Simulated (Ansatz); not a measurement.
## Y on Ti(0001): change of the work function

Aim: the work function of Ti(0001) at several coverages of Y (fcc site), and the dipole that each adsorbate carries.

Main program and level: Ansatz 0.2.0; plane-wave DFT, PBE, Ansatz PAW.

**1. The structure**

The cell holds 4 atoms: 4 Ti. Its edges and angles: a = 2.950 Å, b = 2.950 Å, c = 25.027 Å, α = 90.0°, β = 90.0°, γ = 60.0°. Vacuum lies along c.

Structure file:

```cif
data_structure
_symmetry_space_group_name_H-M 'P 1'
_symmetry_Int_Tables_number 1
_cell_length_a 2.9500
_cell_length_b 2.9500
_cell_length_c 25.0269
_cell_angle_alpha 90.000
_cell_angle_beta 90.000
_cell_angle_gamma 60.000
_cell_volume 188.62
loop_
_atom_site_label
_atom_site_type_symbol
_atom_site_fract_x
_atom_site_fract_y
_atom_site_fract_z
_atom_site_occupancy
Ti1 Ti 0.66667 0.66667 0.35961 1
Ti2 Ti 0.00000 0.00000 0.45320 1
Ti3 Ti 0.66667 0.66667 0.54680 1
Ti4 Ti 0.00000 0.00000 0.64039 1
```

**2. The clean slab**

The bare slab comes first, as the zero from which every change is counted. The two lowest layers are held at bulk places and the upper ones relax. The dipole correction removes the false field that a one-sided slab makes across the periodic vacuum, so each face gets a flat vacuum level of its own.

input.yaml reads:

```yaml
crystal:
  lattice:
    - [2.95, 0.0, 0.0]
    - [1.475, 2.5547749412, 0.0]
    - [0.0, 0.0, 25.0269]
  atoms:
    - { symbol: Ti, position: [0.6666666667, 0.6666666667, 0.3596130564] }
    - { symbol: Ti, position: [0.0, 0.0, 0.4532043521] }
    - { symbol: Ti, position: [0.6666666667, 0.6666666667, 0.5467956479] }
    - { symbol: Ti, position: [0.0, 0.0, 0.6403869436] }
kpoints:
  mp_grid: { grid: [12, 12, 1] }
hamiltonian:
  xc: pbe
scf:
  occupations: { method: fermi_dirac, width: 0.1 }
  convergence: { dr2_threshold: 1.0e-08 }
efield:
  axis: 3
  dipole_correction: true
  ramp_position: 0.97
  ramp_width: 0.06
relax:
  f_tol: 0.02
  max_steps: 60
  constraints: [{ sites: [0, 1] }]
output:
  write_potential: true
  write_density: true
  volumetric_format: npy
```

On the command line:

```console
> ansatz run input.yaml --threads 4 --pin off --max-ram 16384MiB --backend cpu --events-out ev --progress --plain --runs-dir out
```

Numbers of over 12 decimals in the logs are rounded to 6 here.

Log:

```text
Engine: ansatz 0.2.0, aarch64-unknown-linux-gnu
Pseudopotentials: kind: paw
Pseudopotential: Ti, paw, valence charge 12, recommended cutoff 420 eV (normal), Ti.paw.azcp
Functional definition: PBE
  parameter kappa = 0.804
  parameter beta = 0.066725
  exchange = pbe_x(kappa = kappa, mu = beta*pi^2/3)
  correlation = pbe_c(beta = beta)
Crystal: 4 atoms, lattice volume = 188.617 Å³
Basis set: ecut = 420 eV, 3611 PW (Γ), exchange–correlation on 40×40×360 points (8 copies of the dense FFT grid, shifted against one another)
Bands: 29, of which v1, the nominal top of the filled ones, is band 24 counted from 1 (23 counted from 0)
Symmetry: 6 space group operations
k-points: 19 of 144 (time reversal used)
Non-local potential: Ti, projectors of the file, l = 0: 3, l = 1: 2, l = 2: 3, l = 3: 1
PAW form: soft (Blöchl's): semilocal exchange-correlation on the pseudo side does not see the compensation charge
PAW one-centre angular grid: Ti, 590 points (default); XC on 64 Gauss nodes
Initial density: superposition of atomic densities (neutral atoms: chi_scale 0, normalization atom), corrected by the library's trained network
Initial wavefunctions: pseudopotential atomic-orbital guess
Functional: x = pbe(κ = 0.804, μ = 0.219515), c = pbe(β = 0.066725)
SCF iter   1: F=—  HF=-9996.827743 eV  |F-HF|=—  |Δ(HF+E_count)|=         —  Δρ=6.22e-3  dr2=3.89e-1  ethr=1.77e-3  p=0.000 e·Å  D=5.72e-14 V/Å  ΔV_dip=-0.00 eV  dr2_dipole=9.47e-6  V_vac-E_F(+/−)=4.09/4.09 eV  ⟨swp⟩=7.0  Hψ=5629  notcnv=0
efield: sawtooth ramp at fractional position 0.9700 (set: `efield.ramp_position`, or a place that a band, a saddle search or an elastic batch's reference lends), width 0.0600; the density the first Hamiltonian is built on has a dipole p = 0.000 e·Å; the dipole correction subtracts the counter field D = 5.72e-14 V/Å, which shifts the + side's vacuum level by -0.00 eV against the − side's; the planar-averaged density in the ramp window peaks in size at 3.0e-5 e/Å³
automatic band count: the SCF goes on with 34 bands, as 29 were too few: the levels above may hold too much charge
preconditioner: auto → LDOS  [metal: Δε(μ)=0.033 eV  Ē_g=2.762 eV  σ=0.100 eV  W_gap=0.08  n_scr=16 (ndim 8)  ℏωp=10.8 eV  f_vac=0.550  D(μ)=8.41/eV (n_scr^D=88)  β→1.0]
SCF iter   2: F=—  HF=-9996.820566 eV  |F-HF|=—  |Δ(HF+E_count)|=   7.18e-3  Δρ=2.07e-3  dr2=1.66e-2  ethr=8.11e-4  p=-0.000 e·Å  D=-3.83e-5 V/Å  ΔV_dip=0.00 eV  dr2_dipole=2.48e-6  V_vac-E_F(+/−)=4.36/4.36 eV  ⟨swp⟩=1.9  Hψ=850  notcnv=0
SCF iter   3: F=—  HF=-9996.820324 eV  |F-HF|=—  |Δ(HF+E_count)|=   2.43e-4  Δρ=7.15e-4  dr2=2.59e-3  ethr=3.45e-5  p=-0.000 e·Å  D=-4.47e-5 V/Å  ΔV_dip=0.00 eV  dr2_dipole=9.85e-8  V_vac-E_F(+/−)=4.36/4.36 eV  ⟨swp⟩=2.1  Hψ=828  notcnv=0
SCF iter   4: F=—  HF=-9996.820197 eV  |F-HF|=—  |Δ(HF+E_count)|=   1.27e-4  Δρ=1.83e-4  dr2=7.43e-5  ethr=5.40e-6  p=-0.000 e·Å  D=-7.22e-6 V/Å  ΔV_dip=0.00 eV  dr2_dipole=6.13e-7  V_vac-E_F(+/−)=4.39/4.39 eV  ⟨swp⟩=2.0  Hψ=788  notcnv=0
SCF iter   5: F=—  HF=-9996.820294 eV  |F-HF|=—  |Δ(HF+E_count)|=   9.74e-5  Δρ=1.05e-4  dr2=4.27e-5  ethr=1.55e-7  p=-0.000 e·Å  D=-6.02e-6 V/Å  ΔV_dip=0.00 eV  dr2_dipole=2.14e-9  V_vac-E_F(+/−)=4.40/4.40 eV  ⟨swp⟩=3.4  Hψ=1271  notcnv=0
SCF iter   6: F=—  HF=-9996.820299 eV  |F-HF|=—  |Δ(HF+E_count)|=   5.17e-6  Δρ=3.45e-5  dr2=6.91e-6  ethr=8.90e-8  p=0.000 e·Å  D=5.34e-6 V/Å  ΔV_dip=-0.00 eV  dr2_dipole=4.49e-12  V_vac-E_F(+/−)=4.41/4.41 eV  ⟨swp⟩=2.2  Hψ=859  notcnv=0
SCF iter   7: F=—  HF=-9996.820326 eV  |F-HF|=—  |Δ(HF+E_count)|=   2.63e-5  Δρ=9.73e-6  dr2=2.31e-7  ethr=1.44e-8  p=0.000 e·Å  D=4.34e-6 V/Å  ΔV_dip=-0.00 eV  dr2_dipole=2.61e-10  V_vac-E_F(+/−)=4.41/4.41 eV  ⟨swp⟩=1.5  Hψ=670  notcnv=0
SCF iter   8: F=—  HF=-9996.820326 eV  |F-HF|=—  |Δ(HF+E_count)|=   3.11e-7  Δρ=4.96e-6  dr2=7.05e-8  ethr=4.82e-10  p=0.000 e·Å  D=3.41e-6 V/Å  ΔV_dip=-0.00 eV  dr2_dipole=1.15e-11  V_vac-E_F(+/−)=4.41/4.41 eV  ⟨swp⟩=3.0  Hψ=1249  notcnv=0
SCF iter   9: F=-9996.820326 eV  HF=-9996.820326 eV  |F-HF|=4.66e-9  |Δ(HF+E_count)|=   1.10e-8  Δρ=1.31e-6  dr2=3.16e-9  ethr=2.08e-11  p=0.000 e·Å  D=1.86e-6 V/Å  ΔV_dip=-0.00 eV  dr2_dipole=2.64e-11  V_vac-E_F(+/−)=4.41/4.41 eV  ⟨swp⟩=7.9  Hψ=4145  notcnv=0
SCF 1 converged in 9 iterations: F = -9996.820326 eV  dr2 = 3.16e-9
  greatest PAW one-centre occupation: 0.999 electrons in one spin orbital (limit 2), on the Ti atom at site 2 (counted from 0), in its partial waves of l = 0
relax step   1: F+E_penalty+E_count = -9996.82032589 eV  Δ(F+E_penalty+E_count) = +0.000e0 eV  max|allowed force component| = 6.136e-1 eV/Å  Δτ_max = 0.0000 Å  (9 SCF iters, accepted)
Bands: 34, of which v1, the nominal top of the filled ones, is band 24 counted from 1 (23 counted from 0)
Initial density: handed on by an earlier stage of this run
Initial wavefunctions: those handed on with the density
SCF iter   1: F=—  HF=-9997.020719 eV  |F-HF|=—  |Δ(HF+E_count)|=         —  Δρ=1.54e-2  dr2=3.23e0  ethr=3.10e-3  p=0.000 e·Å  D=6.90e-7 V/Å  ΔV_dip=-0.00 eV  dr2_dipole=2.03e-1  V_vac-E_F(+/−)=4.45/4.45 eV  ⟨swp⟩=4.8  Hψ=1854  notcnv=0
efield: sawtooth ramp at fractional position 0.9700 (set: `efield.ramp_position`, or a place that a band, a saddle search or an elastic batch's reference lends), width 0.0600; the density the first Hamiltonian is built on has a dipole p = 0.000 e·Å; the dipole correction subtracts the counter field D = 6.90e-7 V/Å, which shifts the + side's vacuum level by -0.00 eV against the − side's; the planar-averaged density in the ramp window peaks in size at 8.7e-6 e/Å³
preconditioner: auto → LDOS  [metal: Δε(μ)=0.006 eV  Ē_g=2.864 eV  σ=0.100 eV  W_gap=0.02  n_scr=16 (ndim 8)  ℏωp=10.8 eV  f_vac=0.560  D(μ)=7.32/eV (n_scr^D=62)  β→1.0]
SCF iter   2: F=—  HF=-9996.896701 eV  |F-HF|=—  |Δ(HF+E_count)|=   1.24e-1  Δρ=7.26e-3  dr2=5.18e-1  ethr=3.10e-3  p=0.018 e·Å  D=1.74e-2 V/Å  ΔV_dip=-0.44 eV  dr2_dipole=8.81e-2  V_vac-E_F(+/−)=4.00/4.43 eV  ⟨swp⟩=2.1  Hψ=1128  notcnv=0
SCF iter   3: F=—  HF=-9996.864918 eV  |F-HF|=—  |Δ(HF+E_count)|=   3.18e-2  Δρ=2.42e-3  dr2=6.44e-2  ethr=1.08e-3  p=0.007 e·Å  D=6.93e-3 V/Å  ΔV_dip=-0.17 eV  dr2_dipole=1.04e-2  V_vac-E_F(+/−)=4.26/4.43 eV  ⟨swp⟩=2.1  Hψ=988  notcnv=0
SCF iter   4: F=—  HF=-9996.859779 eV  |F-HF|=—  |Δ(HF+E_count)|=   5.14e-3  Δρ=9.85e-4  dr2=8.07e-3  ethr=1.34e-4  p=0.007 e·Å  D=6.69e-3 V/Å  ΔV_dip=-0.17 eV  dr2_dipole=2.47e-3  V_vac-E_F(+/−)=4.26/4.43 eV  ⟨swp⟩=2.1  Hψ=974  notcnv=0
SCF iter   5: F=—  HF=-9996.859571 eV  |F-HF|=—  |Δ(HF+E_count)|=   2.08e-4  Δρ=1.72e-4  dr2=9.56e-5  ethr=1.68e-5  p=0.006 e·Å  D=5.68e-3 V/Å  ΔV_dip=-0.14 eV  dr2_dipole=1.68e-5  V_vac-E_F(+/−)=4.29/4.43 eV  ⟨swp⟩=1.9  Hψ=759  notcnv=0
SCF iter   6: F=—  HF=-9996.859598 eV  |F-HF|=—  |Δ(HF+E_count)|=   2.75e-5  Δρ=9.00e-5  dr2=6.59e-5  ethr=1.99e-7  p=0.005 e·Å  D=5.13e-3 V/Å  ΔV_dip=-0.13 eV  dr2_dipole=5.10e-6  V_vac-E_F(+/−)=4.30/4.43 eV  ⟨swp⟩=2.3  Hψ=888  notcnv=0
SCF iter   7: F=—  HF=-9996.859606 eV  |F-HF|=—  |Δ(HF+E_count)|=   8.13e-6  Δρ=5.04e-5  dr2=8.15e-6  ethr=1.37e-7  p=0.005 e·Å  D=4.68e-3 V/Å  ΔV_dip=-0.12 eV  dr2_dipole=1.85e-6  V_vac-E_F(+/−)=4.31/4.43 eV  ⟨swp⟩=1.7  Hψ=678  notcnv=0
SCF iter   8: F=—  HF=-9996.859637 eV  |F-HF|=—  |Δ(HF+E_count)|=   3.11e-5  Δρ=1.65e-5  dr2=1.25e-6  ethr=1.70e-8  p=0.005 e·Å  D=4.37e-3 V/Å  ΔV_dip=-0.11 eV  dr2_dipole=3.61e-8  V_vac-E_F(+/−)=4.32/4.43 eV  ⟨swp⟩=2.5  Hψ=1020  notcnv=0
SCF iter   9: F=—  HF=-9996.859637 eV  |F-HF|=—  |Δ(HF+E_count)|=   1.30e-7  Δρ=6.35e-6  dr2=1.45e-7  ethr=2.60e-9  p=0.004 e·Å  D=4.27e-3 V/Å  ΔV_dip=-0.11 eV  dr2_dipole=6.59e-9  V_vac-E_F(+/−)=4.32/4.43 eV  ⟨swp⟩=2.1  Hψ=814  notcnv=0
SCF iter  10: F=—  HF=-9996.859637 eV  |F-HF|=—  |Δ(HF+E_count)|=   2.23e-8  Δρ=1.77e-6  dr2=1.75e-8  ethr=3.01e-10  p=0.004 e·Å  D=4.25e-3 V/Å  ΔV_dip=-0.11 eV  dr2_dipole=1.63e-9  V_vac-E_F(+/−)=4.32/4.43 eV  ⟨swp⟩=2.6  Hψ=940  notcnv=0
SCF iter  11: F=-9996.859637 eV  HF=-9996.859637 eV  |F-HF|=8.57e-10  |Δ(HF+E_count)|=   7.38e-9  Δρ=6.03e-7  dr2=2.44e-9  ethr=2.08e-11  p=0.004 e·Å  D=4.24e-3 V/Å  ΔV_dip=-0.11 eV  dr2_dipole=4.98e-10  V_vac-E_F(+/−)=4.32/4.43 eV  ⟨swp⟩=9.3  Hψ=3722  notcnv=0
SCF 2 converged in 11 iterations: F = -9996.859637 eV  dr2 = 2.44e-9
  greatest PAW one-centre occupation: 0.999 electrons in one spin orbital (limit 2), on the Ti atom at site 1 (counted from 0), in its partial waves of l = 0
relax step   2: F+E_penalty+E_count = -9996.85963747 eV  Δ(F+E_penalty+E_count) = -3.931e-2 eV  max|allowed force component| = 4.318e-1 eV/Å  Δτ_max = 0.1956 Å  (11 SCF iters, accepted)
iter 1 solved again at ethr=1.59e-3 eV; its pass at ethr=3.10e-3 eV (dr2=7.66e-1 eV) is discarded
SCF iter   1: F=—  HF=-9996.908496 eV  |F-HF|=—  |Δ(HF+E_count)|=         —  Δρ=7.69e-3  dr2=8.62e-1  ethr=1.59e-3  p=0.004 e·Å  D=4.24e-3 V/Å  ΔV_dip=-0.11 eV  dr2_dipole=4.10e-2  V_vac-E_F(+/−)=4.31/4.42 eV  ⟨swp⟩=1.0  Hψ=2302  notcnv=0
efield: sawtooth ramp at fractional position 0.9700 (set: `efield.ramp_position`, or a place that a band, a saddle search or an elastic batch's reference lends), width 0.0600; the density the first Hamiltonian is built on has a dipole p = 0.004 e·Å; the dipole correction subtracts the counter field D = 4.24e-3 V/Å, which shifts the + side's vacuum level by -0.11 eV against the − side's; the planar-averaged density in the ramp window peaks in size at 7.3e-6 e/Å³
preconditioner: auto → LDOS  [metal: Δε(μ)=0.012 eV  Ē_g=2.791 eV  σ=0.100 eV  W_gap=0.03  n_scr=16 (ndim 8)  ℏωp=10.8 eV  f_vac=0.555  D(μ)=7.84/eV (n_scr^D=74)  β→1.0]
SCF iter   2: F=—  HF=-9996.881424 eV  |F-HF|=—  |Δ(HF+E_count)|=   2.71e-2  Δρ=3.90e-3  dr2=1.36e-1  ethr=1.59e-3  p=-0.001 e·Å  D=-1.03e-3 V/Å  ΔV_dip=0.03 eV  dr2_dipole=2.98e-5  V_vac-E_F(+/−)=4.46/4.44 eV  ⟨swp⟩=2.1  Hψ=803  notcnv=0
SCF iter   3: F=—  HF=-9996.876836 eV  |F-HF|=—  |Δ(HF+E_count)|=   4.59e-3  Δρ=1.02e-3  dr2=7.96e-3  ethr=2.84e-4  p=0.001 e·Å  D=1.33e-3 V/Å  ΔV_dip=-0.03 eV  dr2_dipole=4.47e-4  V_vac-E_F(+/−)=4.39/4.43 eV  ⟨swp⟩=2.0  Hψ=893  notcnv=0
SCF iter   4: F=—  HF=-9996.876294 eV  |F-HF|=—  |Δ(HF+E_count)|=   5.42e-4  Δρ=2.15e-4  dr2=1.88e-4  ethr=1.66e-5  p=0.001 e·Å  D=1.32e-3 V/Å  ΔV_dip=-0.03 eV  dr2_dipole=4.33e-5  V_vac-E_F(+/−)=4.39/4.43 eV  ⟨swp⟩=2.0  Hψ=779  notcnv=0
SCF iter   5: F=—  HF=-9996.876314 eV  |F-HF|=—  |Δ(HF+E_count)|=   2.03e-5  Δρ=8.59e-5  dr2=4.19e-5  ethr=3.92e-7  p=0.002 e·Å  D=1.54e-3 V/Å  ΔV_dip=-0.04 eV  dr2_dipole=6.00e-6  V_vac-E_F(+/−)=4.39/4.42 eV  ⟨swp⟩=2.3  Hψ=962  notcnv=0
SCF iter   6: F=—  HF=-9996.876353 eV  |F-HF|=—  |Δ(HF+E_count)|=   3.85e-5  Δρ=3.19e-5  dr2=6.27e-6  ethr=8.73e-8  p=0.002 e·Å  D=1.75e-3 V/Å  ΔV_dip=-0.04 eV  dr2_dipole=2.46e-7  V_vac-E_F(+/−)=4.38/4.42 eV  ⟨swp⟩=2.0  Hψ=789  notcnv=0
SCF iter   7: F=—  HF=-9996.876383 eV  |F-HF|=—  |Δ(HF+E_count)|=   3.04e-5  Δρ=1.32e-5  dr2=9.85e-7  ethr=1.31e-8  p=0.002 e·Å  D=1.88e-3 V/Å  ΔV_dip=-0.05 eV  dr2_dipole=1.33e-7  V_vac-E_F(+/−)=4.38/4.42 eV  ⟨swp⟩=2.1  Hψ=797  notcnv=0
SCF iter   8: F=—  HF=-9996.876384 eV  |F-HF|=—  |Δ(HF+E_count)|=   1.86e-7  Δρ=5.15e-6  dr2=2.26e-7  ethr=2.05e-9  p=0.002 e·Å  D=1.96e-3 V/Å  ΔV_dip=-0.05 eV  dr2_dipole=1.79e-8  V_vac-E_F(+/−)=4.37/4.42 eV  ⟨swp⟩=2.1  Hψ=829  notcnv=0
SCF iter   9: F=-9996.876384 eV  HF=-9996.876384 eV  |F-HF|=5.95e-9  |Δ(HF+E_count)|=   1.34e-8  Δρ=1.63e-6  dr2=7.68e-9  ethr=2.08e-11  p=0.002 e·Å  D=1.99e-3 V/Å  ΔV_dip=-0.05 eV  dr2_dipole=3.83e-10  V_vac-E_F(+/−)=4.37/4.42 eV  ⟨swp⟩=8.6  Hψ=4536  notcnv=0
SCF 3 converged in 9 iterations: F = -9996.876384 eV  dr2 = 7.68e-9
relax step   3: F+E_penalty+E_count = -9996.87638356 eV  Δ(F+E_penalty+E_count) = -1.675e-2 eV  max|allowed force component| = 1.190e-2 eV/Å  Δτ_max = 0.0899 Å  (9 SCF iters, accepted)
NSCF: frozen V_eff on 19 k-points
the band table was solved once a step of the walk had ended and its energy, with any forces and stress, was formed, with the checks that follow a solve (2893 applications of the Hamiltonian). They found nothing against the state; the energy, forces and stress were not computed again (output.eigenvalues in the input reference)
WARN: The input density's exchange-correlation potential varies sharply where the density is thin. Do not read a vacuum level from v_tot or v_xc, or from such a field of the output density. On a cell that repeats whose density bears no net charge and no dipole along the vacuum's axis use v_es (v_loc + v_h of the components); under efield.dipole_correction with no amplitude use v_es + v_field, which holds any external [...]
SCF converged after 9 iterations
Free energy (F): -9996.876384 eV
Harris-Foulkes:  -9996.876384 eV  (|F-HF|=5.95e-9)
Internal energy: -9996.623465 eV  (E = F + TS)
E sigma→0 (E₀):  -9996.749924 eV
Entropy (-TS):   -0.252919 eV (-63.230 meV/atom)
Fermi energy:    2.290332 eV
Dipole field:    D = 0.002018 V/Å  (p = 0.002104 e·Å, saw-weighted, corrected)
Work function:   Φ+ = 4.3729 eV   Φ− = 4.4234 eV
Levels:          The Fermi level and band energies are counted from a zero that moves with the ramp; work functions are not
--- Per-component energies (eV) ---
  E_band       = -1160.708086
  E_kinetic    = 1085.706683
  E_local      = -50168.131695  (includes V_loc(G=0)·N_el)
  E_nonlocal   = 34.277157
  E_hartree    = 24527.751569
  E_xc         = -386.964372
  E_vxc        = -483.802244  (∫ρ·V_xc dr)
  E_paw        = -4190.770097  (= ΣΔE_a)
  E_vpaw       = -684.249600  (= ΣTr[D̂ρ^β])
  E_aug_tail   = 0.000492  (compensation charges beyond the density's cutoff)
  E_efield     = 0.000002  (sawtooth field / dipole correction)
  E_vefield    = 0.000915  (∫n·V_field dr)
  E_ewald      = 19101.506797
  E_smearing   = -0.252919  (= −TS)
  E_closure    = -0.000000  (closes the sum)
  Σ components = -9996.876384   (vs F -9996.876384, Δ=0.00e0)
--- Forces (eV/Å), atoms counted from 1 ---
  atom   1  Ti     0.00000000     0.00000000     0.60717096
  atom   2  Ti     0.00000000    -0.00000000    -0.58698495
  atom   3  Ti     0.00000000     0.00000000    -0.00824482
  atom   4  Ti    -0.00000000    -0.00000000    -0.01190260
  max |Σ_I F_I| component: 3.86e-5 eV/Å
--- Band table (eV; the first three rows and the last of 19) ---
  k-point 0: bands = [... 20 lower, 2.0512, 2.2819, 2.7160, 2.7943, 2.9364, 2.9364, 3.0094, 3.0094, ... 6 higher]
  k-point 1: bands = [... 20 lower, 1.9894, 2.2496, 2.5399, 2.6448, 2.8456, 2.9373, 3.0405, 3.0898, ... 6 higher]
  k-point 2: bands = [... 20 lower, 1.7486, 2.0197, 2.1514, 2.4575, 2.5617, 2.7274, 3.0024, 3.2370, ... 6 higher]
  k-point 18: bands = [... 20 lower, 1.1279, 1.5089, 1.5929, 2.2386, 2.2466, 2.3803, 2.4174, 2.5706, ... 6 higher]
--- Relaxed structure (3 steps of the walk, 3 accepted, 0 SCFs on fresh bases) ---
  F+E_penalty+E_count = -9996.87638356 eV   max|allowed force component| = 1.190e-2 eV/Å
  atoms:
    - { symbol: Ti, position: [0.666667, 0.666667, 0.3596130564] }
    - { symbol: Ti, position: [0.0, 0.0, 0.4532043521] }
    - { symbol: Ti, position: [0.666667, 0.666667, 0.549513] }
    - { symbol: Ti, position: [0, 0, 0.636167] }
```

Run time: 10 s. Hardware: 4 threads of Arm Neoverse V1, shared host; peak memory 0.51 GiB; 38 s of CPU time.

Relaxation path:

```csv
step,energy less that of the first step (eV),largest force component (eV/Å)
1,0.0000,0.6136
2,-0.0393,0.4318
3,-0.0561,0.0119
```

The run keeps the 6 symmetry operations that it works with, so distortions that break them were not tested.

The atoms that moved most (Å):

| atom | dx | dy | dz | length |
| --- | --- | --- | --- | --- |
| Ti4 | 0.000 | 0.000 | -0.106 | 0.106 |
| Ti3 | 0.000 | 0.000 | 0.068 | 0.068 |

Final coordinates:

```xyz
4
Lattice="2.9500 0.0000 0.0000 1.4750 2.5548 0.0000 0.0000 0.0000 25.0269" Properties=species:S:1:pos:R:3
Ti    2.9500    1.7032    9.0000
Ti    0.0000    0.0000   11.3423
Ti    2.9500    1.7032   13.7526
Ti    0.0000    0.0000   15.9213
```

This step gave:

| Item | Value |
| --- | --- |
| energy at zero smearing | -9996.7499 eV |
| work function, upper face | 4.373 eV |
| work function, lower face | 4.423 eV |
| dipole along the normal | 0.002104 e·Å |
| step between the vacuum levels | -0.05051 eV |

Running mean over 2.342 Å of the planar mean; the ramp of the sawtooth is left out. The electron's electrostatic potential energy less the Fermi level by z:

| z (Å) | electron's electrostatic potential energy less the Fermi level (eV) |
| --- | --- |
| 4 | 4.42 |
| 5 | 4.40 |
| 6 | 4.24 |
| 7 | 2.89 |
| 8 | -3.13 |
| 9 | -6.74 |
| 10 | -6.59 |
| 11 | -6.58 |
| 12 | -6.38 |
| 13 | -6.32 |
| 14 | -6.94 |
| 15 | -7.68 |
| 16 | -6.81 |
| 17 | -2.61 |
| 18 | 3.07 |
| 19 | 4.22 |
| 20 | 4.36 |
| 21 | 4.37 |

The relaxation took 3 steps and lowered the energy by 0.056 eV; the largest force on the free atoms ends at 0.012 eV/Å.

The work function of the upper face is 4.37 eV.

(Continued in part 2 of 3.)

[Logs are printed without paths, hosts, clocks, repeated set-up lines and the standing remarks that a program may print on its own settings, such as how far it seeks lower states.]

[Hosts, paths, dates, database ids (printed as entryN), source tags and the programs' standing remarks are cut or masked in the printed files.]

[Maps of the electrostatic potential energy from Ansatz leave out the sawtooth potential of an applied field or a dipole correction, so their vacuum need not be flat; planar profiles and work functions include it.]
